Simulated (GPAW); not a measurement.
# Ti K ELNES/XANES of Ti4O5 (I4/m) from DFT

What does one-electron theory with a core hole give for the Ti K edge of Ti4O5 (I4/m)?

Program: GPAW 26.7.0. Level of theory: X-ray absorption from dipole matrix elements to empty bands, plane-wave PAW LDA+U. Results are calculated unless marked as measured.

This is a report of a sequence of runs, with most program output left out.

## (1) The starting structure

The structure is tetragonal, space group I4/m (No. 87). Conventional cell: a = 6.612 Å, b = 6.612 Å, c = 4.151 Å, α = 90.00°, β = 90.00°, γ = 90.00°. Nearest to Ti lie 6 O at 2.01 to 2.14 Å. Nearest to O lie 4 Ti at 2.01 Å. Nearest to O lie 5 Ti at 2.08 to 2.14 Å. Farther neighbours and most contacts between anions are not listed.

Structure file:

```cif
data_structure
_symmetry_space_group_name_H-M 'P 1'
_symmetry_Int_Tables_number 1
_cell_length_a 5.1155
_cell_length_b 5.1155
_cell_length_c 5.1155
_cell_angle_alpha 99.473
_cell_angle_beta 99.473
_cell_angle_gamma 132.132
_cell_volume 90.74
loop_
_atom_site_label
_atom_site_type_symbol
_atom_site_fract_x
_atom_site_fract_y
_atom_site_fract_z
_atom_site_occupancy
Ti1 Ti 0.60870 0.78345 0.39215 1
Ti2 Ti 0.21655 0.60870 0.82525 1
Ti3 Ti 0.78345 0.39130 0.17475 1
Ti4 Ti 0.39130 0.21655 0.60785 1
O5 O 0.50000 0.50000 0.00000 1
O6 O 0.90887 0.68925 0.59812 1
O7 O 0.31075 0.90887 0.21962 1
O8 O 0.68925 0.09113 0.78038 1
O9 O 0.09113 0.31075 0.40188 1
```

## (2) Ground state of the crystal

A plain self-consistent run shows whether there is a gap, which decides the set-up of the core-hole run.

File scf.py:

```python
import numpy as np
from ase import Atoms
from ase.parallel import parprint, paropen
from gpaw import GPAW, PW, FermiDirac, Mixer, MixerDif, setup_paths
from gpaw.test import gen
setup_paths.insert(0, '.')
gen('Ti', name='nch1s', xcname='LDA', corehole=(1, 0, 0), write_xml=True)
from gpaw.mpi import world
world.barrier()

atoms = Atoms('Ti4O5',
    cell=[[-3.30616792, 3.30616792, 2.07528548],
     [3.30616792, -3.30616792, 2.07528548],
     [3.30616792, 3.30616792, -2.07528548]],
    scaled_positions=[[0.60869752, 0.78345248, 0.39215001],
     [0.21654751, 0.60869752, 0.82524504],
     [0.78345248, 0.39130247, 0.17475496],
     [0.39130247, 0.21654751, 0.60784999],
     [0.5, 0.5, 0],
     [0.90887015, 0.68925036, 0.59812051],
     [0.31074964, 0.90887015, 0.21961979],
     [0.68925036, 0.09112985, 0.78038021],
     [0.09112985, 0.31074964, 0.40187949]],
    pbc=True)
atoms.calc = calc = GPAW(legacy_gpaw=True, mode=PW(500, force_complex_dtype=True), xc='LDA', setups={'Ti': ':d,2', 0: 'nch1s:d,2'},
    kpts={'size': (7, 7, 7), 'gamma': True}, occupations=FermiDirac(0.05),
    charge=0, mixer=Mixer(0.05, 8, 50), maxiter=150,
    convergence={'density': 0.0001, 'eigenstates': 1e-6}, txt='scf.txt')
energy = atoms.get_potential_energy() + calc.get_reference_energy()
ef = calc.get_fermi_level()
out = dict(energy=energy, fermi=ef, forces=atoms.get_forces().tolist())
parprint(f'all-electron energy {energy:.4f} eV, Fermi level {ef:.4f} eV')
ev = np.array([[calc.get_eigenvalues(k, s) for k in range(len(calc.get_ibz_k_points()))] for s in range(calc.get_number_of_spins())])
out['homo'], out['lumo'], out['counts'] = ev[ev < ef].max(), ev[ev > ef].min(), sorted(set((ev < ef).sum((0, 2)).tolist()))
out['filled'] = (ev[:, 0] < ef).sum(1).tolist()
import json
with paropen('out.json', 'w') as f:
    json.dump(out, f)
```

Launch:

```console
$ OMP_NUM_THREADS=1 mpirun -n 4 gpaw python scf.py
```

Run time: 83 s. Hardware: 4 MPI ranks of Intel Xeon Platinum 8488C (Sapphire Rapids), shared host; peak memory 0.32 GiB; 5.5 min of CPU time.

The mesh shows no gap, so the system is treated as a metal and the core electron is put at the Fermi level (neutral cell).

## (3) Supercell without a hole, the energy reference

The photon energy needs a difference of total energies, so the cell and mesh of the coming hole run are first run without a hole.

File scf.py:

```python
import numpy as np
from ase import Atoms
from ase.parallel import parprint, paropen
from gpaw import GPAW, PW, FermiDirac, Mixer, MixerDif, setup_paths
from gpaw.test import gen
setup_paths.insert(0, '.')
gen('Ti', name='nch1s', xcname='LDA', corehole=(1, 0, 0), write_xml=True)
from gpaw.mpi import world
world.barrier()

atoms = Atoms('Ti8O10',
    cell=[[-3.30616792, 3.30616792, 2.07528548],
     [3.30616792, 3.30616792, 2.07528548],
     [-3.30616792, 3.30616792, -6.22585644]],
    scaled_positions=[[0.02089628, 0.39215001, 0.80434876],
     [0.52089628, 0.39215001, 0.30434876],
     [0.49957623, 0.82524504, 0.10827376],
     [0.99957623, 0.82524504, 0.60827376],
     [0.50042377, 0.17475496, 0.89172624],
     [0.00042377, 0.17475496, 0.39172624],
     [0.97910372, 0.60784999, 0.19565124],
     [0.47910372, 0.60784999, 0.69565124],
     [0.25, 0, 0.75],
     [0.75, 0, 0.25],
     [0.26518472, 0.59812051, 0.95443508],
     [0.76518471, 0.59812051, 0.45443508],
     [0.74650467, 0.21961979, 0.65537482],
     [0.24650467, 0.21961979, 0.15537482],
     [0.25349533, 0.78038021, 0.34462518],
     [0.75349533, 0.78038021, 0.84462518],
     [0.73481529, 0.40187949, 0.04556492],
     [0.23481529, 0.40187949, 0.54556492]],
    pbc=True)
atoms.calc = calc = GPAW(legacy_gpaw=True, mode=PW(500, force_complex_dtype=True), xc='LDA', setups={'Ti': ':d,2', 0: 'nch1s:d,2'},
    kpts={'size': (4, 4, 3), 'gamma': True}, occupations=FermiDirac(0.1),
    charge=0, mixer=Mixer(0.05, 8, 50), maxiter=150,
    convergence={'density': 0.0001, 'eigenstates': 1e-6}, txt='scf.txt')
energy = atoms.get_potential_energy() + calc.get_reference_energy()
ef = calc.get_fermi_level()
out = dict(energy=energy, fermi=ef, forces=atoms.get_forces().tolist())
parprint(f'all-electron energy {energy:.4f} eV, Fermi level {ef:.4f} eV')
ev = np.array([[calc.get_eigenvalues(k, s) for k in range(len(calc.get_ibz_k_points()))] for s in range(calc.get_number_of_spins())])
out['homo'], out['lumo'], out['counts'] = ev[ev < ef].max(), ev[ev > ef].min(), sorted(set((ev < ef).sum((0, 2)).tolist()))
out['filled'] = (ev[:, 0] < ef).sum(1).tolist()
import json
with paropen('out.json', 'w') as f:
    json.dump(out, f)
```

The job ended after 2.3 min (4 MPI ranks; peak memory 0.39 GiB).

Reference energy: -205824.946 eV with the cores included.

## (4) Spectrum with XCH, Ti atom 1

The holes are 5.1 Å apart. In GPAW the data set carries the hole's charge, so charge=0 means a charged cell and charge=-1 a neutral one. The excited electron is kept in the cell, where it fills the lowest empty states and screens the hole. After the field has converged, empty bands are computed with the density fixed and the dipole matrix elements are summed.

The absorber has 1 O at 2.01 Å, 3 O at 2.08 Å, 1 O at 2.10 Å and 1 O at 2.14 Å (distorted octahedral, site symmetry m).

File xas.py:

```python
import numpy as np
from ase import Atoms
from ase.parallel import parprint, paropen
from gpaw import GPAW, PW, FermiDirac, Mixer, MixerDif, setup_paths
from gpaw.test import gen
setup_paths.insert(0, '.')
gen('Ti', name='fch1s', xcname='LDA', corehole=(1, 0, 1), write_xml=True)
from gpaw.mpi import world
world.barrier()

atoms = Atoms('Ti8O10',
    cell=[[-3.30616792, 3.30616792, 2.07528548],
     [3.30616792, 3.30616792, 2.07528548],
     [-3.30616792, 3.30616792, -6.22585644]],
    scaled_positions=[[0.02089628, 0.39215001, 0.80434876],
     [0.52089628, 0.39215001, 0.30434876],
     [0.49957623, 0.82524504, 0.10827376],
     [0.99957623, 0.82524504, 0.60827376],
     [0.50042377, 0.17475496, 0.89172624],
     [0.00042377, 0.17475496, 0.39172624],
     [0.97910372, 0.60784999, 0.19565124],
     [0.47910372, 0.60784999, 0.69565124],
     [0.25, 0, 0.75],
     [0.75, 0, 0.25],
     [0.26518472, 0.59812051, 0.95443508],
     [0.76518471, 0.59812051, 0.45443508],
     [0.74650467, 0.21961979, 0.65537482],
     [0.24650467, 0.21961979, 0.15537482],
     [0.25349533, 0.78038021, 0.34462518],
     [0.75349533, 0.78038021, 0.84462518],
     [0.73481529, 0.40187949, 0.04556492],
     [0.23481529, 0.40187949, 0.54556492]],
    pbc=True)
atoms.calc = calc = GPAW(legacy_gpaw=True, mode=PW(500, force_complex_dtype=True), xc='LDA', setups={'Ti': ':d,2', 0: 'fch1s:d,2'},
    kpts={'size': (4, 4, 3), 'gamma': True}, occupations=FermiDirac(0.1),
    charge=-1, mixer=Mixer(0.05, 8, 50), maxiter=150,
    convergence={'density': 0.0001, 'eigenstates': 1e-6}, txt='scf.txt')
energy = atoms.get_potential_energy() + calc.get_reference_energy()
ef = calc.get_fermi_level()
out = dict(energy=energy, fermi=ef, forces=atoms.get_forces().tolist())
parprint(f'all-electron energy {energy:.4f} eV, Fermi level {ef:.4f} eV')
ev = np.array([[calc.get_eigenvalues(k, s) for k in range(len(calc.get_ibz_k_points()))] for s in range(calc.get_number_of_spins())])
out['homo'], out['lumo'], out['counts'] = ev[ev < ef].max(), ev[ev > ef].min(), sorted(set((ev < ef).sum((0, 2)).tolist()))
out['filled'] = (ev[:, 0] < ef).sum(1).tolist()

from ase.units import Ha
from gpaw.xas import dipole_matrix_elements
nb = int(calc.get_number_of_electrons() / 2) + 151
top, nb = nb, nb + 8 + nb // 12
nscf = calc.fixed_density(kpts={'size': (5, 5, 3), 'gamma': True}, nbands=nb,
    convergence={'bands': top, 'eigenstates': 5e-3}, maxiter=60, txt='nscf.txt')
cell = atoms.cell.array
ops = [cell.T @ U.T @ np.linalg.inv(cell.T) for U in nscf.wfs.kd.symmetry.op_scc]
E = np.arange(-6, 34, 0.1)
fwhm = np.interp(E, [4, 25], [0.94, 3.5])
Y, X, zero, highest = 0, 0, 1e9, 1e9
for spin in range(nscf.get_number_of_spins()):
    wfs = nscf.wfs
    mine = wfs.bd.get_slice()  # this rank's bands
    A = dipole_matrix_elements(wfs.setups[0])
    eps = np.zeros((wfs.kd.nibzkpts, nb))
    d = np.zeros((3, A.shape[1], wfs.kd.nibzkpts, nb), complex)
    for kpt in wfs.kpt_u:
        if kpt.s == spin and 0 in kpt.P_ani:
            eps[kpt.k, mine] = kpt.eps_n * Ha
            d[:, :, kpt.k, mine] = (kpt.weight * wfs.nspins / 2) ** 0.5 * np.inner(A, kpt.P_ani[0])
    world.sum(eps)
    world.sum(d)
    T = np.einsum('amkn,bmkn->abkn', d, d.conj()).real
    T = sum(np.einsum('ai,ijkn,bj->abkn', R, T, R) for R in ops) / len(ops)
    empty = eps > ef
    zero, highest = min(zero, eps[empty].min()), min(highest, eps[:, top - 1].min())
    lines = [(eps, T, empty)] if spin == 0 else lines + [(eps, T, empty)]
for eps, T, empty in lines:
    f = np.einsum('aakn->akn', T).reshape(3, -1)
    x = eps.ravel() - zero
    w = np.interp(x, E, fwhm) / 2.35482
    g = np.exp(-0.5 * ((E[:, None] - x) / w) ** 2) / (w * (2 * np.pi) ** 0.5)
    Y = Y + (f * empty.ravel()) @ g.T
    X = X + (f * ~empty.ravel()) @ g.T
out.update(E=E.round(2).tolist(), xas=Y.tolist(), xes=X.tolist(), zero=zero, valid=highest - zero, nk=len(eps), nb=nb)
for i in range(0, len(E), 10):
    parprint(f'{E[i]:7.2f}', *(f'{v:10.3e}' for v in Y[:, i]))
import json
with paropen('out.json', 'w') as f:
    json.dump(out, f)
```

Launch:

```console
$ OMP_NUM_THREADS=1 mpirun -n 4 gpaw python xas.py
```

It took 5 min on 4 MPI ranks; peak memory 0.73 GiB; 20 min of CPU time.

The Ti K spectrum, Ti atom 1, excited-electron core hole (neutral cell) (energy from the lowest empty level; intensity scaled to a mean of 1 over the first 20 eV; polarised curves are means over the symmetry-equivalent atoms):

```tsv
E (eV)	isotropic	ε ⊥ c	ε ∥ c
-2.00	0.00	0.00	0.00
-1.25	0.00	0.00	0.00
-0.50	0.01	0.01	0.00
0.25	0.04	0.05	0.03
1.00	0.07	0.07	0.07
1.75	0.09	0.09	0.08
2.50	0.20	0.21	0.18
3.25	0.31	0.28	0.36
4.00	0.23	0.23	0.23
4.75	0.16	0.17	0.14
5.50	0.35	0.36	0.32
6.25	0.65	0.65	0.65
7.00	0.76	0.76	0.77
7.75	0.82	0.83	0.82
8.50	0.79	0.78	0.82
9.25	0.82	0.79	0.88
10.00	0.95	0.91	1.04
10.75	1.07	1.02	1.16
11.50	1.15	1.14	1.17
12.25	1.18	1.21	1.13
13.00	1.18	1.22	1.09
13.75	1.19	1.22	1.13
14.50	1.32	1.33	1.31
15.25	1.71	1.69	1.74
16.00	2.26	2.22	2.34
16.75	2.60	2.56	2.69
17.50	2.45	2.43	2.47
18.25	1.93	1.96	1.88
19.00	1.41	1.45	1.32
19.75	1.09	1.12	1.02
20.50	0.94	0.96	0.90
21.25	0.87	0.89	0.85
22.00	0.81	0.81	0.80
22.75	0.73	0.72	0.75
23.50	0.67	0.65	0.71
24.25	0.64	0.61	0.69
25.00	0.63	0.61	0.68
25.75	0.67	0.64	0.71
26.50	0.74	0.72	0.78
27.25	0.85	0.83	0.87
28.00	0.96	0.96	0.97
28.75	1.06	1.07	1.05
29.50	1.14	1.15	1.11
30.25	1.17	1.19	1.13
31.00	1.15	1.17	1.10
31.75	1.07	1.09	1.02
```

Main maxima below 30 eV (height): 3.2 eV (0.31) and 16.9 eV (2.61). A K edge sees empty p states. The first eV above the zero hold little dipole weight, as the lowest empty bands are of d character; the main edge, of 4p character, rises through 0.6 near 6 eV above the zero.

The total-energy difference is 4971.03 eV. One term is added: -22.68 eV, since the hole is spin-paired here and a spin-polarised one costs that much less in the free atom (computed apart). The photon energy is then 4948.35 eV. The tabulated edge of the element is 4966 eV. The functional leaves an error in such absolute values: in the free atom LDA prices this hole 13.2 eV below PBE (computed apart), and PBE is itself good to a few eV.

## (5) Results

| Quantity | Value |
| --- | --- |
| absorber and edge | Ti K, atom 1 of the ground-state input (counted from 1) |
| surroundings | 1 O at 2.01 Å, 3 O at 2.08 Å, 1 O at 2.10 Å and 1 O at 2.14 Å (distorted octahedral, site symmetry m) |
| highest intensity below 24 eV | 16.9 eV above the zero, height 2.61 |
| photon energy of the zero, with the added terms | 4948.3 eV (raw 4971.0 eV; LDA puts this hole about 13 eV below PBE, itself good to a few eV) |

What this shows: The Ti K edge of atom 1, with 1 O at 2.01 Å, 3 O at 2.08 Å, 1 O at 2.10 Å and 1 O at 2.14 Å (distorted octahedral, site symmetry m), has its highest intensity of the first 24 eV at 16.9 eV above the zero, near 4965 eV in photon energy (LDA puts this hole about 13 eV below PBE, itself good to a few eV), 2.6 times the mean level of the first 20 eV (Gaussian full width 0.94 eV up to 4 eV, rising linearly to 3.5 eV at 25 eV). The strongest dipole feature below the main edge lies at 3.2 eV (height 0.31); the site lacks an inversion centre, which allows local p–d mixing besides the mixing with the neighbours' empty states; the run doesn't separate the two. The unit cell's mesh shows no gap over 0.35 eV. That is right for a metallic compound; for a small-gap or correlated insulator it would be the fault of the functional or of the assumed magnetic order, and the hole would be screened too well. Quadrupole 1s→3d transitions, which feed the pre-edge, are not in the dipole spectrum. The holes are only 5.1 Å apart, so the shape is probably not converged with cell size; no larger cell was run here. The mesh is coarse (0.30 Å⁻¹ between points), so small maxima may be mesh ripples. The structure is a computed Materials Project entry and may be a hypothetical form.

[Logs are printed without paths, hosts, clocks, repeated set-up lines and the standing remarks that a program may print on its own settings, such as how far it seeks lower states.]

[Hosts, paths, dates, database ids (printed as entryN), source tags and the programs' standing remarks are cut or masked in the printed files.]

[Lists of maxima count a maximum above −3 eV only where it reaches 4 % of the highest in the window and stands out from its surroundings by 2 % of it (1.5 % where it reaches 55 %); shoulders and weaker maxima are passed over, and of the rest the first, up to two pre-edge ones and the few strongest are named.]
